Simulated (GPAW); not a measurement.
## MgI2 (P-3m1): G0W0 with GPAW, start to end

Wanted: ground state, empty states, screening and self-energy for MgI2 (P-3m1).

Method: PBE and many-body steps on it, plane waves, in GPAW 26.7.0.

This is a report of a sequence of runs, with most program output left out.

The database entry behind the starting cell has ideal inner coordinates that were not refined, so it need not match the best structure at ambient conditions.

## (1) The starting structure

It takes space group P-3m1 (No. 164, trigonal). The conventional cell has a = 4.140 Å, b = 4.140 Å, c = 6.880 Å, α = 90.00°, β = 90.00°, γ = 120.00°. Mg has 6 I at 2.94 Å nearest. Nearest to I lie 3 Mg at 2.94 Å. Farther neighbours and most contacts between anions are not listed.

The cell and positions come from the Crystallography Open Database and are kept as given unless a step says otherwise. Spin-orbit coupling is left out unless a step names it.

## (2) Ground state

This step: GPAW 26.7.0; DFT, PBE, plane waves, PAW.

The ground-state density comes first.

Contents of run.py:

```python
import json
import numpy as np
from gpaw.mpi import world
from ase import Atoms
from gpaw import GPAW, PW, FermiDirac

atoms = Atoms(['Mg', 'I', 'I'],
    cell=[[4.1400000000, 0.0000000000, 0.0000000000],
      [-2.0700000000, 3.5853451717, 0.0000000000],
      [0.0000000000, 0.0000000000, 6.8800000000]],
    scaled_positions=[[0.0000000000, 0.0000000000, 0.0000000000],
      [0.3333333333, 0.6666666667, 0.2500000000],
      [0.6666666667, 0.3333333333, 0.7500000000]],
    pbc=(True, True, True))
calc = GPAW(mode=PW(450),
    xc='PBE',
    kpts={'size': (6, 6, 4), 'gamma': True},
    occupations=FermiDirac(0.001),
    nbands=-7,
    convergence={'density': 1e-6, 'bands': -3},
    maxiter=100,
    txt='gs.txt')
atoms.calc = calc
res = {'energy': atoms.get_potential_energy()}
kpts = calc.get_ibz_k_points()
res['kpts'] = kpts
res['eigenvalues'] = [calc.get_eigenvalues(kpt=k) for k in range(len(kpts))]
res['n_electrons'] = calc.get_number_of_electrons()
calc.write('gs.gpw')

if world.rank == 0:
    with open('result.json', 'w') as f:
        json.dump(res, f, default=lambda x: x.tolist())
```

The run is started by

```bash
$ mpirun -n 4 gpaw python run.py
```

The job ended after 5.2 s (4 MPI ranks of Intel Xeon 6975P-C (Granite Rapids), shared host; peak memory 0.69 GiB; 20 s of CPU time).

Numbers from this step:

| Quantity | Value |
| --- | --- |
| total energy | -7.750 eV |
| gap | 3.508 eV |
| k of the valence top | 0, 0, 0 |
| k of the conduction bottom | 0.5, 0.5, 0.5 |
| least direct gap | 3.655 eV |

The gap is indirect, with the least direct gap 0.15 eV higher.

## (3) Empty states on the mesh, 3×3×2 mesh, 175 bands

The sums over transitions need many empty states on a uniform mesh; this step solves for them.

Contents of run.py:

```python
import json
import numpy as np
from gpaw.mpi import world
from gpaw import GPAW

calc = GPAW('gs.gpw').fixed_density(kpts={'size': (3, 3, 2), 'gamma': True},
    parallel={'domain': 1, 'band': 1},
    txt='nscf.txt')
calc.diagonalize_full_hamiltonian(nbands=175)
calc.write('full.gpw', mode='all')
res = {}
kpts = calc.get_ibz_k_points()
res['kpts'] = kpts
res['eigenvalues'] = [calc.get_eigenvalues(kpt=k) for k in range(len(kpts))]
res['n_electrons'] = calc.get_number_of_electrons()

if world.rank == 0:
    with open('result.json', 'w') as f:
        json.dump(res, f, default=lambda x: x.tolist())
```

The run is started by

```bash
$ mpirun -n 4 gpaw python run.py
```

The job ended after 13 s (4 MPI ranks; peak memory 1.9 GiB).

Numbers from this step:

* gap: 3.655 eV
* k of the valence top: 0, 0, 0
* k of the conduction bottom: 0, 0, 0
* least direct gap: 3.655 eV
* k points computed: 6
* lowest point of the top converged band, above the valence top: 73.0508 eV

On this mesh the gap is 3.655 eV. The earlier step found 3.508 eV, so this mesh misses an edge.

## (4) Screening and self-energy, 3×3×2 mesh, 165 bands, screening to 80 eV

Now the one-shot GW correction: screening in the RPA, then the self-energy of the levels asked for.

This step: G0W0 on PBE, plane waves, PAW.

Contents of run.py:

```python
import json
import numpy as np
from gpaw.mpi import world
from gpaw.response.g0w0 import G0W0

gw = G0W0('full.gpw',
    filename='gw',
    kpts=[0],
    bands=(10, 14),
    ecut=80,
    nbands=165,
    integrate_gamma='WS',
    ppa=True)
gw.calculate()
res = {mode: {k: v for k, v in r.items() if k != 'sigma_eskwn'}
       for mode, r in gw.all_results.items()}

if world.rank == 0:
    with open('result.json', 'w') as f:
        json.dump(res, f, default=lambda x: x.tolist())
```

The run is started by

```bash
$ mpirun -n 4 gpaw python run.py
```

Elapsed: 12 s, on 4 MPI ranks; peak memory 1.1 GiB; 49 s of CPU time.

This step gave:

| Property | Result |
| --- | --- |
| G0W0 gap on the points computed | 5.229 eV |
| least direct G0W0 gap on the computed points | 5.229 eV |
| Z at the valence top | 0.8064 |
| Z at the conduction bottom | 0.8269 |
| starting gap on the mesh | 3.655 eV |
| k of the valence top | 0, 0, 0 |
| k of the conduction bottom | 0, 0, 0 |

The gap on the mesh goes from 3.66 eV to 5.23 eV, a correction of +1.57 eV. The start differs from the 3.51 eV found before because the two sample other k points.

Limits: finite bands, cutoff and mesh; no spin-orbit coupling; coarse k mesh. v1 is the top filled band, c1 the lowest empty one. Levels before and after the correction, in eV, zero at the valence-band top of each column:

```csv
,conduction bottom,valence top
Kohn-Sham,3.66,0.00
G0W0,5.23,0.00
```

```csv
,level,energy (eV)
Kohn-Sham,Γ v2-v1,0.000
Kohn-Sham,Γ c1,3.655
Kohn-Sham,Γ c2,4.879
G0W0,Γ v2-v1,0.000
G0W0,Γ c1,5.229
G0W0,Γ c2,6.318
```

## (5) Where the time went

Times are wall times on 4 MPI ranks of Intel Xeon 6975P-C (Granite Rapids), shared host, good to a factor of about two.

```csv
step,time,share,memory (GiB)
ground state,5.2 s,17 %,0.69
empty states on the mesh,13 s,43 %,1.9
screening and self-energy,12 s,40 %,1.1
```

## (6) Outcome

```yaml
pbe_gap: 3.51 eV, indirect
g0w0_gap_on_the_mesh: 5.23 eV
g0w0_gap_over_the_zone_rigid_shift: 5.08 eV
gw_settings: 3×3×2 mesh, 165 bands, screening to 80 eV, Godby-Needs plasmon pole
known_limits: not at the basis limit; no spin-orbit coupling; coarse k mesh
```

**Reading.** G0W0 moves the gap on the mesh from 3.66 eV to 5.23 eV (+1.57 eV), with Z of 0.81 and 0.83 at the edges. The mesh misses the band edges by 0.15 eV in all; a rigid shift gives 5.08 eV for the zone. Only 1 of the mesh's irreducible points was corrected, so a valley elsewhere could overtake. Bands and cutoff are finite, so the gap is not at the basis limit. The miss can reach some tenths of an eV and take either sign; the mesh is an error of its own. These stock PAW sets were not made for GW; the filled d or f shell of I lies in the frozen core, which bears on start and correction. In the G0W0 run levels were corrected at 1 k point alone, so a gap called «on the mesh» is the least over those, and an edge elsewhere would be missed. A denser mesh or path gives a starting gap of 3.51 eV: the GW mesh misses a band edge, so its gaps are not the fundamental one. The 3×3×2 mesh is coarse for this cell, which bears on the long-range parts of exchange and screening. The many-body steps are scalar-relativistic: spin-orbit coupling is not in them.

[Paths, hosts, dates, memory and timing lines, banners, echoed tables and standing remarks are left out of the program output.]

[Logs are printed without paths, hosts, clocks, repeated set-up lines and the standing remarks that a program may print on its own settings, such as how far it seeks lower states.]

[Runs of the session that timed out or met a known fault of the program may be left out.]

[Hosts, paths, dates, database ids (printed as entryN), source tags and the programs' standing remarks are cut or masked in the printed files.]
